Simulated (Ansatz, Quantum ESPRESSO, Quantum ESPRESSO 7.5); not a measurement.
# F-SiC-F chair, 1 layer in an electric field

Aim: how F-SiC-F chair, 1 layer screens a field along its normal, and what the field does to its bands.

Calculated with Quantum ESPRESSO 7.5; plane-wave DFT, RPBE, GBRV ultrasoft pseudopotentials made under PBE (geometry and cross-check by Ansatz 0.2.0 with PAW datasets; geometry under PBE).

## (1) Set-up

The cell holds 4 atoms: 2 F, 1 C and 1 Si. Its edges and angles: a = 3.086 Å, b = 3.086 Å, c = 20.633 Å, α = 90.0°, β = 90.0°, γ = 120.0°. Vacuum lies along c.

This sheet is a model structure: its symmetry is held, and its stability is not tested here.

## (2) Geometry from Ansatz

A relaxation in Ansatz fixes the structure of this slab for the runs on it.

input.yaml

```yaml
crystal:
  lattice:
    - [3.0855, 0.0, 0.0]
    - [-1.54275, 2.6721213834, 0.0]
    - [0.0, 0.0, 20.6333333333]
  atoms:
    - { symbol: F, position: [0.6666666667, 0.3333333333, 0.4119547658] }
    - { symbol: C, position: [0.6666666667, 0.3333333333, 0.4764135703] }
    - { symbol: Si, position: [0.3333333333, 0.6666666667, 0.5066235864] }
    - { symbol: F, position: [0.3333333333, 0.6666666667, 0.5880452342] }
kpoints:
  mp_grid: { grid: [12, 12, 1] }
hamiltonian:
  xc: pbe
scf:
  occupations: { method: fermi_dirac, width: 0.05 }
  convergence: { dr2_threshold: 1.0e-08 }
efield:
  axis: 3
  dipole_correction: true
  ramp_position: 0.97
  ramp_width: 0.04
relax:
  f_tol: 0.01
  cell: { fix: [c, alpha, beta] }
output:
  write_potential: true
  write_density: true
  volumetric_format: npy
```

Run with:

```
> ansatz run input.yaml --threads 4 --pin off --max-ram 8192MiB --backend cpu --events-out ev --progress --plain --runs-dir out
```

Numbers of over 12 decimals in the logs are rounded to 6 here.

The program printed:

```text
Warning: relax.cell: scf.convergence.dr2_threshold = 1e-8 eV is looser than the 4e-10 eV advised for a relaxation that steers and ends on the stress (1e-10 eV for each atom of the cell: 4). What an SCF threshold leaves in a stress goes as its square root, and in the free energy as the threshold itself, and one threshold admits the most on a small cell: [figures from the program's tests cut] Set scf.convergence.dr2_threshold to 4e-10 eV or tighter. The threshold is an SCF's pass mark: one that does not reach it within its budget of iterations ends unconverged, or closes short of it on a stop that the run arms, and scf.convergence.dr2_threshold's page says what that costs each kind of run
Engine: ansatz 0.2.0, aarch64-unknown-linux-gnu
Pseudopotentials: kind: paw
Pseudopotential: F, paw, valence charge 7, recommended cutoff 420 eV (normal), F.paw.azcp
Pseudopotential: C, paw, valence charge 4, recommended cutoff 420 eV (normal), C.paw.azcp
Pseudopotential: Si, paw, valence charge 4, recommended cutoff 420 eV (normal), Si.paw.azcp
Functional definition: PBE
  parameter kappa = 0.804
  parameter beta = 0.066725
  exchange = pbe_x(kappa = kappa, mu = beta*pi^2/3)
  correlation = pbe_c(beta = beta)
Crystal: 4 atoms, lattice volume = 170.118 Å³
Basis set: ecut = 420 eV, 3297 PW (Γ), exchange–correlation on 48×48×288 points (8 copies of the dense FFT grid, shifted against one another)
Bands: 15, of which v1, the nominal top of the filled ones, is band 11 counted from 1 (10 counted from 0)
Symmetry: 6 space group operations
Space group: P3m1 (ITA 156), of the structure as read, at distance tolerance 5.5e-5 Å
k-points: 19 of 144 (time reversal used)
Non-local potential: F, projectors of the file, l = 0: 2, l = 1: 2, l = 2: 1
Non-local potential: C, projectors of the file, l = 0: 2, l = 1: 2, l = 2: 1
Non-local potential: Si, projectors of the file, l = 0: 2, l = 1: 2, l = 2: 2
PAW form: soft (Blöchl's): semilocal exchange-correlation on the pseudo side does not see the compensation charge
PAW one-centre angular grid: F, 110 points (default); XC on 64 Gauss nodes
PAW one-centre angular grid: C, 110 points (default); XC on 64 Gauss nodes
PAW one-centre angular grid: Si, 110 points (default); XC on 64 Gauss nodes
Initial density: superposition of atomic densities (neutral atoms: chi_scale 0, normalization atom), corrected by the library's trained network
Initial wavefunctions: pseudopotential atomic-orbital guess
Functional: x = pbe(κ = 0.804, μ = 0.219515), c = pbe(β = 0.066725)
SCF iter   1: F=—  HF=-2502.924926 eV  |F-HF|=—  |Δ(HF+E_count)|=         —  Δρ=5.41e-3  dr2=1.47e-1  ethr=1.77e-3  p=-0.123 e·Å  D=-1.30e-1 V/Å  ΔV_dip=2.69 eV  dr2_dipole=2.35e-2  V_vac-E_F(+/−)=7.22/4.53 eV  ⟨swp⟩=8.1  Hψ=2097  notcnv=0
efield: sawtooth ramp at fractional position 0.9700 (set: `efield.ramp_position`, or a place that a band, a saddle search or an elastic batch's reference lends), width 0.0400; the density the first Hamiltonian is built on has a dipole p = -0.123 e·Å; the dipole correction subtracts the counter field D = -1.30e-1 V/Å, which shifts the + side's vacuum level by +2.69 eV against the − side's; the planar-averaged density in the ramp window peaks in size at 6.8e-6 e/Å³
preconditioner: auto → none  [insulator: Δε(μ)=1.747 eV  Ē_g=13.958 eV  σ=0.050 eV  W_gap=1.00  n_scr=12 (ndim 8)  ℏωp=12.7 eV  f_vac=0.702  D(μ)=0.00/eV (n_scr^D=0)  ε∞_Penn≈1.8]
SCF iter   2: F=—  HF=-2502.934028 eV  |F-HF|=—  |Δ(HF+E_count)|=   9.10e-3  Δρ=8.95e-3  dr2=2.12e-1  ethr=6.69e-4  p=-0.018 e·Å  D=-1.87e-2 V/Å  ΔV_dip=0.39 eV  dr2_dipole=2.91e-2  V_vac-E_F(+/−)=6.28/5.90 eV  ⟨swp⟩=4.2  Hψ=783  notcnv=0
SCF iter   3: F=—  HF=-2502.885602 eV  |F-HF|=—  |Δ(HF+E_count)|=   4.84e-2  Δρ=2.09e-3  dr2=3.90e-3  ethr=6.69e-4  p=-0.067 e·Å  D=-7.09e-2 V/Å  ΔV_dip=1.46 eV  dr2_dipole=3.69e-5  V_vac-E_F(+/−)=6.90/5.43 eV  ⟨swp⟩=3.4  Hψ=610  notcnv=0
SCF iter   4: F=—  HF=-2502.885947 eV  |F-HF|=—  |Δ(HF+E_count)|=   3.45e-4  Δρ=8.89e-4  dr2=8.79e-4  ethr=1.77e-5  p=-0.065 e·Å  D=-6.88e-2 V/Å  ΔV_dip=1.42 eV  dr2_dipole=1.35e-5  V_vac-E_F(+/−)=6.96/5.54 eV  ⟨swp⟩=2.2  Hψ=590  notcnv=0
SCF iter   5: F=—  HF=-2502.886077 eV  |F-HF|=—  |Δ(HF+E_count)|=   1.30e-4  Δρ=2.14e-4  dr2=3.66e-5  ethr=4.00e-6  p=-0.065 e·Å  D=-6.90e-2 V/Å  ΔV_dip=1.42 eV  dr2_dipole=2.97e-7  V_vac-E_F(+/−)=7.03/5.61 eV  ⟨swp⟩=2.5  Hψ=495  notcnv=0
SCF iter   6: F=—  HF=-2502.886331 eV  |F-HF|=—  |Δ(HF+E_count)|=   2.54e-4  Δρ=4.60e-5  dr2=1.62e-6  ethr=1.66e-7  p=-0.065 e·Å  D=-6.91e-2 V/Å  ΔV_dip=1.43 eV  dr2_dipole=9.15e-9  V_vac-E_F(+/−)=7.04/5.61 eV  ⟨swp⟩=2.1  Hψ=508  notcnv=0
SCF iter   7: F=—  HF=-2502.886394 eV  |F-HF|=—  |Δ(HF+E_count)|=   6.22e-5  Δρ=1.38e-5  dr2=1.29e-7  ethr=7.35e-9  p=-0.065 e·Å  D=-6.91e-2 V/Å  ΔV_dip=1.43 eV  dr2_dipole=1.72e-9  V_vac-E_F(+/−)=7.04/5.61 eV  ⟨swp⟩=2.2  Hψ=525  notcnv=0
SCF iter   8: F=-2502.886394 eV  HF=-2502.886394 eV  |F-HF|=5.36e-9  |Δ(HF+E_count)|=   3.47e-7  Δρ=2.64e-6  dr2=9.30e-9  ethr=4.55e-11  p=-0.065 e·Å  D=-6.91e-2 V/Å  ΔV_dip=1.43 eV  dr2_dipole=1.43e-10  V_vac-E_F(+/−)=7.04/5.61 eV  ⟨swp⟩=8.5  Hψ=2236  notcnv=0
SCF 1 converged in 8 iterations: F = -2502.886394 eV  dr2 = 9.30e-9
  greatest PAW one-centre occupation: 0.933 electrons in one spin orbital (limit 2), on the F atom at site 0 (counted from 0), in its partial waves of l = 0
relax step   1: F+E_penalty+E_count = -2502.88639385 eV  Δ(F+E_penalty+E_count) = +0.000e0 eV  max|allowed force component| = 3.780e0 eV/Å  Δτ_max = 0.0000 Å  P = +1.796 GPa  Ω = 170.118 Å³  fix = [c, alpha, beta]  reactions: c +1.378 GPa  (8 SCF iters, accepted)
Crystal: 4 atoms, lattice volume = 175.068 Å³
Basis set: ecut = 420 eV, 3369 PW (Γ), exchange–correlation on 48×48×288 points (8 copies of the dense FFT grid, shifted against one another)
Initial density: handed on by an earlier stage of this run
Initial wavefunctions: those handed on with the density
iter 1 solved again at ethr=2.11e-4 eV; its pass at ethr=3.10e-3 eV (dr2=4.65e-2 eV) is discarded
SCF iter   1: F=—  HF=-2503.129161 eV  |F-HF|=—  |Δ(HF+E_count)|=         —  Δρ=5.97e-3  dr2=4.71e-2  ethr=2.11e-4  p=-0.067 e·Å  D=-6.91e-2 V/Å  ΔV_dip=1.43 eV  dr2_dipole=2.67e-3  V_vac-E_F(+/−)=7.00/5.57 eV  ⟨swp⟩=1.6  Hψ=2211  notcnv=0
[...]
relax step   6: F+E_penalty+E_count = -2503.19201006 eV  Δ(F+E_penalty+E_count) = -1.499e-5 eV  max|allowed force component| = 3.395e-4 eV/Å  Δτ_max = 0.0008 Å  P = -0.006 GPa  Ω = 178.396 Å³  energy of the carried Pulay correction = -9.025e-3 eV  fix = [c, alpha, beta]  reactions: c -0.019 GPa  (5 SCF iters, accepted)
[...]
relax step   7: F+E_penalty+E_count = -2503.20681967 eV  Δ(F+E_penalty+E_count) = -1.481e-2 eV  max|allowed force component| = 2.195e-3 eV/Å  Δτ_max = 0.0000 Å  P = +0.141 GPa  Ω = 178.396 Å³  fix = [c, alpha, beta]  reactions: c +0.005 GPa  stress off target by 2.09e-1 GPa on what of the cell is left free  SCF on the basis re-selected at this cell (its energy is not comparable with the rows above)  (6 SCF iters)
[...]
relax step   8: F+E_penalty+E_count = -2503.20657436 eV  Δ(F+E_penalty+E_count) = +2.453e-4 eV  max|allowed force component| = 1.318e-2 eV/Å  Δτ_max = 0.0009 Å  P = +0.060 GPa  Ω = 179.088 Å³  energy of the carried Pulay correction = -8.417e-4 eV  fix = [c, alpha, beta]  reactions: c +0.039 GPa  (7 SCF iters, accepted)
[...]
relax step   9: F+E_penalty+E_count = -2503.20626348 eV  Δ(F+E_penalty+E_count) = +3.109e-4 eV  max|allowed force component| = 6.885e-3 eV/Å  Δτ_max = 0.0005 Å  P = -0.000 GPa  Ω = 179.403 Å³  energy of the carried Pulay correction = -1.233e-3 eV  fix = [c, alpha, beta]  reactions: c -0.013 GPa  (6 SCF iters, accepted)
iter 1 solved again at ethr=5.15e-7 eV; its pass at ethr=3.10e-3 eV (dr2=1.13e-4 eV) is discarded
SCF iter   1: F=—  HF=-2503.207196 eV  |F-HF|=—  |Δ(HF+E_count)|=         —  Δρ=4.18e-5  dr2=3.64e-7  ethr=5.15e-7  p=-0.004 e·Å  D=-4.05e-3 V/Å  ΔV_dip=0.08 eV  dr2_dipole=9.38e-10  V_vac-E_F(+/−)=6.57/6.48 eV  ⟨swp⟩=3.1  Hψ=2950  notcnv=0
efield: sawtooth ramp at fractional position 0.9700 (set: `efield.ramp_position`, or a place that a band, a saddle search or an elastic batch's reference lends), width 0.0400; the density the first Hamiltonian is built on has a dipole p = -0.004 e·Å; the dipole correction subtracts the counter field D = -4.05e-3 V/Å, which shifts the + side's vacuum level by +0.08 eV against the − side's; the planar-averaged density in the ramp window peaks in size at 1.0e-5 e/Å³
preconditioner: auto → none  [insulator: Δε(μ)=1.951 eV  Ē_g=12.065 eV  σ=0.050 eV  W_gap=1.00  n_scr=12 (ndim 8)  ℏωp=11.8 eV  f_vac=0.708  D(μ)=0.00/eV (n_scr^D=0)  ε∞_Penn≈2.0]
SCF iter   2: F=—  HF=-2503.207539 eV  |F-HF|=—  |Δ(HF+E_count)|=   3.43e-4  Δρ=1.87e-5  dr2=1.15e-7  ethr=1.65e-9  p=-0.004 e·Å  D=-4.03e-3 V/Å  ΔV_dip=0.08 eV  dr2_dipole=3.84e-9  V_vac-E_F(+/−)=6.57/6.48 eV  ⟨swp⟩=3.5  Hψ=626  notcnv=0
SCF iter   3: F=—  HF=-2503.207570 eV  |F-HF|=—  |Δ(HF+E_count)|=   3.11e-5  Δρ=1.02e-5  dr2=9.81e-8  ethr=5.23e-10  p=-0.004 e·Å  D=-4.08e-3 V/Å  ΔV_dip=0.08 eV  dr2_dipole=1.06e-8  V_vac-E_F(+/−)=6.57/6.48 eV  ⟨swp⟩=2.1  Hψ=442  notcnv=0
SCF iter   4: F=—  HF=-2503.207580 eV  |F-HF|=—  |Δ(HF+E_count)|=   1.03e-5  Δρ=3.37e-6  dr2=1.47e-8  ethr=4.46e-10  p=-0.004 e·Å  D=-4.04e-3 V/Å  ΔV_dip=0.08 eV  dr2_dipole=1.96e-9  V_vac-E_F(+/−)=6.57/6.48 eV  ⟨swp⟩=2.0  Hψ=426  notcnv=0
SCF iter   5: F=-2503.207583 eV  HF=-2503.207583 eV  |F-HF|=4.10e-7  |Δ(HF+E_count)|=   2.18e-6  Δρ=9.53e-7  dr2=6.71e-10  ethr=4.55e-11  p=-0.004 e·Å  D=-4.05e-3 V/Å  ΔV_dip=0.08 eV  dr2_dipole=1.68e-13  V_vac-E_F(+/−)=6.57/6.48 eV  ⟨swp⟩=14.1  Hψ=2306  notcnv=0
SCF 10 converged in 5 iterations: F = -2503.207583 eV  dr2 = 6.71e-10
relax step  10: F+E_penalty+E_count = -2503.20758292 eV  Δ(F+E_penalty+E_count) = -1.319e-3 eV  max|allowed force component| = 6.603e-3 eV/Å  Δτ_max = 0.0000 Å  P = +0.005 GPa  Ω = 179.403 Å³  fix = [c, alpha, beta]  reactions: c -0.014 GPa  stress off target by 1.47e-2 GPa on what of the cell is left free  SCF on the basis re-selected at this cell (its energy is not comparable with the rows above)  (5 SCF iters)
basis re-selected at this cell: Δ(F+E_penalty+E_count) = -1.319e-3 eV, ΔP = +0.005 GPa vs the last step (what re-selecting the basis moved, of the pressure what is left beyond the Pulay correction that the steps carried, after the strain that the cell walked since its last selection, with what the two solves' SCF thresholds leave and, on support functions, any second-order correction that the steps lacked; it is no m [...]
WARN: The output density's exchange-correlation potential varies sharply where the density is thin. Do not read a vacuum level from v_tot or v_xc, or from such a field of the output density. On a cell that repeats whose density bears no net charge and no dipole along the vacuum's axis use v_es (v_loc + v_h of the components); under efield.dipole_correction with no amplitude use v_es + v_field, which holds any externa [...]
SCF converged after 5 iterations
Free energy (F): -2503.207583 eV
Harris-Foulkes:  -2503.207583 eV  (|F-HF|=4.10e-7)
Internal energy: -2503.207583 eV  (E = F + TS)
E sigma→0 (E₀):  -2503.207583 eV
Fermi energy:    -3.422654 eV
Dipole field:    D = -0.004050 V/Å  (p = -0.004015 e·Å, saw-weighted, corrected)
Work function:   Φ+ = 6.5665 eV   Φ− = 6.4829 eV
Levels:          The Fermi level and band energies are counted from a zero that moves with the ramp; work functions are not
--- Per-component energies (eV) ---
  E_band       = -290.272949
  E_kinetic    = 544.374398
  E_local      = -11148.049147  (includes V_loc(G=0)·N_el)
  E_nonlocal   = 198.004837
  E_hartree    = 5283.129300
  E_xc         = -262.471953
  E_vxc        = -310.371275  (∫ρ·V_xc dr)
  E_paw        = -1012.425954  (= ΣΔE_a)
  E_vpaw       = -140.506324  (= ΣTr[D̂ρ^β])
  E_aug_tail   = 0.004131  (compensation charges beyond the density's cutoff)
  E_efield     = 0.000008  (sawtooth field / dipole correction)
  E_vefield    = 0.011626  (∫n·V_field dr)
  E_ewald      = 3894.226796
  E_smearing   = -0.000000  (= −TS)
  E_closure    = 0.000000  (closes the sum)
  Σ components = -2503.207583   (vs F -2503.207583, Δ=0.00e0)
--- Forces (eV/Å), atoms counted from 1 ---
  atom   1  F      0.00000000     0.00000000     0.00115300
  atom   2  C     -0.00000000    -0.00000000     0.00407869
  atom   3  Si     0.00000000     0.00000000     0.00133319
  atom   4  F      0.00000000     0.00000000    -0.00661611
  max |Σ_I F_I| component: 5.12e-5 eV/Å
--- Stress (GPa, compression-positive) ---
        0.014739       0.000000       0.000000
        0.000000       0.014739       0.000000
        0.000000       0.000000      -0.014155
  P = ⅓ Tr σ = 0.0051 GPa (0.051 kbar)
--- Band table (eV; the first three rows and the last of 19) ---
  k-point 0: bands = [... 7 lower, -8.4426, -8.4426, -4.4239, -4.4239, -2.4727, 1.2473, 2.6917, 2.8960]
  k-point 1: bands = [... 7 lower, -8.4824, -8.4528, -4.8199, -4.5207, -2.2150, 1.4697, 2.6502, 2.8693]
  k-point 2: bands = [... 7 lower, -8.5886, -8.4844, -5.6275, -4.7537, -1.7006, 1.5814, 2.6414, 3.3627]
  k-point 18: bands = [... 7 lower, -9.2079, -8.5989, -7.2623, -6.8488, 1.8604, 2.7216, 3.1614, 4.6003]
--- Relaxed structure (8 steps of the walk, 8 accepted, 2 SCFs on fresh bases) ---
  F+E_penalty+E_count = -2503.20758292 eV   max|allowed force component| = 6.603e-3 eV/Å   (the final SCF, on the basis selected at the relaxed cell)
  cell:  # Å, volume = 179.4032 Å³
    - [3.168583, 0, 0]
    - [-1.584292, 2.744074, 0]
    - [0, 0, 20.6333333333]
  atoms:
    - { symbol: F, position: [0.666667, 0.333333, 0.410407] }
    - { symbol: C, position: [0.666667, 0.333333, 0.479935] }
    - { symbol: Si, position: [0.333333, 0.666667, 0.507506] }
    - { symbol: F, position: [0.333333, 0.666667, 0.585189] }
```

Elapsed: 11 s, on 4 threads of Arm Neoverse V2, shared host; peak memory 0.43 GiB; 39 s of CPU time.

Relaxation path:

```
step  energy less that of the first step (eV)  largest force component (eV/Å)  pressure (GPa)  volume (Å³)
   1                                   0.0000                          3.7796            1.80       170.12
   2                                  -0.2271                          1.6762            0.47       175.07
   3                                  -0.2997                          0.4770            0.25       179.12
   4                                  -0.3050                          0.1637           -0.03       178.41
   5                                  -0.3056                          0.0264            0.00       178.39
   6                                  -0.3056                          0.0003           -0.01       178.40
  7*                                  -0.3204                          0.0022            0.14       178.40
   8                                  -0.3202                          0.0132            0.06       179.09
   9                                  -0.3199                          0.0069            0.00       179.40
 10*                                  -0.3212                          0.0066            0.01       179.40
```

Relaxation steps marked * repeat the geometry before them on a plane-wave basis chosen anew for their cell, so energy and pressure can jump there.

```
cell as run  before  after  change
      a (Å)   3.086  3.169  +2.7 %
      b (Å)   3.086  3.169  +2.7 %
```

The atoms that moved most (Å, along periodic axes as changes of fractional coordinates times the final cell, across vacuum about the mean position):

```
atom     dx     dy      dz  length
  C2  0.000  0.000   0.073   0.073
  F4  0.000  0.000  -0.059   0.059
  F1  0.000  0.000  -0.032   0.032
 Si3  0.000  0.000   0.018   0.018
```

The relaxed structure:

```xyz
4
Lattice="3.1686 0.0000 0.0000 -1.5843 2.7441 0.0000 0.0000 0.0000 20.6333" Properties=species:S:1:pos:R:3
F     1.5843    0.9147    8.4681
C     1.5843    0.9147    9.9027
Si    0.0000    1.8294   10.4715
F     0.0000    1.8294   12.0744
```

Numbers from this step:

| Property | Result |
| --- | --- |
| free energy | -2503.2076 eV |
| Fermi energy | -3.423 eV |
| gap by band count | 1.951 eV |
| symmetry operations | 6 |
| dipole along the normal | -0.004015 e·Å |
| vacuum level at the upper face over a Fermi level inside the gap | 6.566 eV |
| vacuum level at the lower face over a Fermi level inside the gap | 6.483 eV |

(Part 1 of 6 ends here.)

[Logs are printed without paths, hosts, clocks, repeated set-up lines and the standing remarks that a program may print on its own settings, such as how far it seeks lower states.]

[Hosts, paths, dates, database ids (printed as entryN), source tags and the programs' standing remarks are cut or masked in the printed files.]

[Maps of the electrostatic potential energy from Ansatz leave out the sawtooth potential of an applied field or a dipole correction, so their vacuum need not be flat; planar profiles and work functions include it.]
